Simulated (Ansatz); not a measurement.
# LuZn (Pm-3m): phonons along a line and the smearing, part 2 of 2

Wanted: frequencies of LuZn (Pm-3m) solved wavevector by wavevector at several smearings.

Ansatz 0.2.0; DFT PBEsol, scalar-relativistic, plane waves, PAW.

So far. Step 2 (Relaxing cell and atoms): The largest force is now zero by symmetry and the largest stress component 0.020 GPa, small enough for phonons. Step 4 (Phonons along a line: Fermi–Dirac smearing of 0.25 eV): Against step 3 (now smearing width 0.25 eV), the free energy moves by -61.4 meV an atom. The relaxed cell has a = 3.432 Å (conventional setting).

### Step 5. Phonons along a line: Fermi–Dirac smearing of 0.04 eV

The smearing blurs the Fermi surface that screens the phonons; a Fermi–Dirac width is an electronic temperature.

Contents of input.yaml:

```yaml
crystal:
  lattice:
    - [3.4316567622, 0.0, 0.0]
    - [0.0, 3.4316567622, 0.0]
    - [0.0, 0.0, 3.4316567622]
  atoms:
    - { symbol: Lu, position: [0.0, 0.0, 0.0] }
    - { symbol: Zn, position: [0.5, 0.5, 0.5] }
kpoints:
  mp_grid: { grid: [16, 16, 16] }
hamiltonian:
  xc: pbesol
scf:
  occupations: { method: fermi_dirac, width: 0.04 }
output:
  eigenvalues: true
phonons:
  method: dfpt
  qpoints:
    - [0, 0, 0]
    - [0.0, 0.0625, 0.0]
    - [0.0, 0.1875, 0.0]
    - [0.0, 0.3125, 0.0]
    - [0.0, 0.4375, 0.0]
```

Narrower smearing comes nearer the zero-temperature value but asks more of the mesh.

Run with:

```
$ ansatz run input.yaml --threads 4 --pin off --max-ram 8192MiB --backend cpu --events-out ev --progress --plain --runs-dir out
```

Numbers of over 12 decimals in the logs are rounded to 6 here.

Output:

```text
[...]
Crystal: 2 atoms, lattice volume = 40.412 Å³
Basis set: ecut = 420 eV, 751 PW (Γ), exchange–correlation on 48×48×48 points (8 copies of the dense FFT grid, shifted against one another)
Bands: 23, of which v1, the nominal top of the filled ones, is band 19 counted from 1 (18 counted from 0)
Symmetry: 48 space group operations
k-points: 165 of 4096
[...]
SCF iter   1: F=—  HF=-17893.074806 eV  |F-HF|=—  |Δ(HF+E_count)|=         —  Δρ=3.02e-3  dr2=2.03e-3  ethr=1.77e-3  ⟨swp⟩=5.5  Hψ=18266  notcnv=0
[...]
SCF iter  11: F=-17893.069657 eV  HF=-17893.069657 eV  |F-HF|=7.28e-12  |Δ(HF+E_count)|=  7.28e-12  Δρ=3.64e-8  dr2=3.83e-13  ethr=1.00e-12  ⟨swp⟩=6.8  Hψ=20991  notcnv=0
SCF 1 converged in 11 iterations: F = -17893.069657 eV  dr2 = 3.83e-13
[...]
SCF converged after 11 iterations
Free energy (F): -17893.069657 eV
[...]
Internal energy: -17893.061562 eV  (E = F + TS)
E sigma→0 (E₀):  -17893.065610 eV
Entropy (-TS):   -0.008095 eV (-4.048 meV/atom)
Fermi energy:    13.981059 eV
[...]
--- Band table (eV; the first three rows and the last of 165) ---
  k-point 0: bands = [... 15 lower, 9.0073, 9.0319, 14.0670, 14.0670, 19.0771, 19.0771, 19.0771, 19.1619]
  k-point 1: bands = [... 15 lower, 9.0087, 9.0324, 14.0442, 14.0822, 18.4058, 18.4058, 18.8317, 19.1668]
  k-point 2: bands = [... 15 lower, 9.0129, 9.0338, 13.9277, 14.1268, 17.7458, 17.7458, 18.3738, 19.1812]
  k-point 164: bands = [... 15 lower, 9.0383, 11.9162, 11.9162, 11.9162, 14.0645, 19.2881, 19.2881, 19.2881]
[...]
ASR residual: 1.936e-4 → 0.000e0 eV/Å²; symmetrization residual: 2.070e-6 eV/Å²
  ASR residual per site (eV/Å²): 1.94e-4 8.54e-6
  Γ frequencies (cm⁻¹): 0.00 0.00 0.00 143.47 143.47 143.47
[...]
--- Phonons (arbitrary-q DFPT): 5 explicit q-points ---
[...]
```

It took 6.4 min on 4 threads of Arm Neoverse V2, shared host; peak memory 3.2 GiB.

Each wavevector solved by linear response. The frequency by |q| along the line:

```csv
|q| along the line (Å⁻¹),mode 1 = mode 2 (cm⁻¹),mode 3 (cm⁻¹),mode 4 (cm⁻¹),mode 5 (cm⁻¹),mode 6 (cm⁻¹)
0.000,0,0,143,143,143
0.114,14.7,20.3,143,143,143
0.343,41.1,57.1,139,139,141
0.572,64.1,86.0,134,136,136
0.801,79.2,106,122,132,132
```

Against step 3 (now smearing width 0.04 eV), the free energy moves by +11.0 meV an atom.

### Step 6. Phonons along a line: Methfessel–Paxton smearing of 0.2 eV

Each wavevector is solved by itself, so no interpolation smooths a dip of the branch.

Edit input.yaml of step 5 so:

```diff
@@ -13,3 +13,3 @@
 scf:
-  occupations: { method: fermi_dirac, width: 0.04 }
+  occupations: { method: methfessel_paxton, width: 0.2 }
 output:
```

Output:

```text
[...]
Crystal: 2 atoms, lattice volume = 40.412 Å³
Basis set: ecut = 420 eV, 751 PW (Γ), exchange–correlation on 48×48×48 points (8 copies of the dense FFT grid, shifted against one another)
Bands: 23, of which v1, the nominal top of the filled ones, is band 19 counted from 1 (18 counted from 0)
Symmetry: 48 space group operations
k-points: 165 of 4096
[...]
SCF iter   1: F=—  HF=-17893.070256 eV  |F-HF|=—  |Δ(HF+E_count)|=         —  Δρ=3.04e-3  dr2=2.04e-3  ethr=1.77e-3  ⟨swp⟩=5.4  Hψ=18096  notcnv=0
[...]
SCF iter  12: F=-17893.065036 eV  HF=-17893.065036 eV  |F-HF|=3.64e-12  |Δ(HF+E_count)|=    0.00e0  S|Δr|=    0.00e0  Δρ=1.71e-8  dr2=1.22e-13  ethr=1.00e-12  ⟨swp⟩=6.8  Hψ=21252  notcnv=0
SCF 1 converged in 12 iterations: F = -17893.065036 eV  dr2 = 1.22e-13
[...]
SCF converged after 12 iterations
Stability not checked: this state was not tested for a lower state beside it, because cold or Methfessel-Paxton smearing, or corrected tetrahedra, fill the levels in a way that the test cannot read (fill_not_monotonic; see scf.lower_state_search)
Free energy (F): -17893.065036 eV
[...]
Internal energy: -17893.064992 eV  (E = F + TS)
E sigma→0 (E₀):  -17893.065025 eV
Entropy (-TS):   -0.000044 eV (-0.022 meV/atom)
Fermi energy:    13.977547 eV
[...]
--- Band table (eV; the first three rows and the last of 165) ---
  k-point 0: bands = [... 15 lower, 9.0054, 9.0301, 14.0662, 14.0662, 19.0775, 19.0775, 19.0775, 19.1606]
  k-point 1: bands = [... 15 lower, 9.0068, 9.0306, 14.0435, 14.0815, 18.4053, 18.4053, 18.8320, 19.1655]
  k-point 2: bands = [... 15 lower, 9.0110, 9.0320, 13.9271, 14.1260, 17.7453, 17.7453, 18.3740, 19.1799]
  k-point 164: bands = [... 15 lower, 9.0364, 11.9161, 11.9161, 11.9161, 14.0654, 19.2878, 19.2878, 19.2878]
[...]
ASR residual: 3.868e-6 → 0.000e0 eV/Å²; symmetrization residual: 2.202e-6 eV/Å²
  ASR residual per site (eV/Å²): 1.63e-6 3.87e-6
  Γ frequencies (cm⁻¹): 0.00 0.00 0.00 143.40 143.40 143.40
[...]
--- Phonons (arbitrary-q DFPT): 5 explicit q-points ---
[...]
```

Run time: 6.5 min. Hardware: 4 threads; peak memory 3.2 GiB.

Each wavevector solved by linear response. Table of frequency by |q| along the line:

```csv
|q| along the line (Å⁻¹),mode 1 = mode 2 (cm⁻¹),mode 3 (cm⁻¹),mode 4 (cm⁻¹),mode 5 (cm⁻¹),mode 6 (cm⁻¹)
0.000,0,0,143,143,143
0.114,14.7,20.1,143,143,143
0.343,41.1,56.6,139,139,141
0.572,64.0,85.7,134,136,136
0.801,79.2,106,121,132,132
```

Against step 3 (now occupations Methfessel-Paxton and smearing width 0.2 eV), the free energy moves by +13.3 meV an atom.

### Step 7. Smearing and the soft branch

Table of lowest frequency by |q| along the line:

```csv
|q| along the line (Å⁻¹),"fermi dirac 0.1 eV, k 16x16x16 (cm⁻¹)","fermi dirac 0.25 eV, k 16x16x16 (cm⁻¹)","fermi dirac 0.04 eV, k 16x16x16 (cm⁻¹)","methfessel paxton 0.2 eV, k 16x16x16 (cm⁻¹)"
0.000,0,0,0,0
0.114,14.7,14.7,14.7,14.7
0.343,41.6,42.1,41.1,41.1
0.572,64.4,65.0,64.1,64.0
0.801,79.6,79.9,79.2,79.2
```

### Step 8. Summary of results

```json
{
 "phonon run of the rows without a label of their own": "PBEsol, k 16×16×16",
 "lowest branch at the last solved point, Fermi–Dirac 0.1 eV": "79.6 cm⁻¹ at |q| = 0.801 Å⁻¹",
 "lowest branch at the last solved point, Fermi–Dirac 0.25 eV": "79.9 cm⁻¹ at |q| = 0.801 Å⁻¹",
 "lowest branch at the last solved point, Fermi–Dirac 0.04 eV": "79.2 cm⁻¹ at |q| = 0.801 Å⁻¹",
 "lowest branch at the last solved point, Methfessel–Paxton 0.2 eV": "79.2 cm⁻¹ at |q| = 0.801 Å⁻¹"
}
```

What this shows: No branch softens by more than 4 % of the top frequency as the smearing narrows, so no anomaly that hangs on the smearing shows at these points. The line holds 5 wavevectors, so a narrow dip between them would be missed. Between Fermi–Dirac 0.25 eV and Fermi–Dirac 0.04 eV the largest change, with modes counted by rank of frequency, is in mode 4 at |q| = 0.801 Å⁻¹, from 125 to 122 cm⁻¹. Where branches cross, a count by rank can hide a softening. At the narrowest width the k mesh may not resolve the Fermi surface, so part of the change can be mesh noise.

[Logs are printed without paths, hosts, clocks, repeated set-up lines and the standing remarks that a program may print on its own settings, such as how far it seeks lower states.]

[Hosts, paths, dates, database ids (printed as entryN), source tags and the programs' standing remarks are cut or masked in the printed files.]
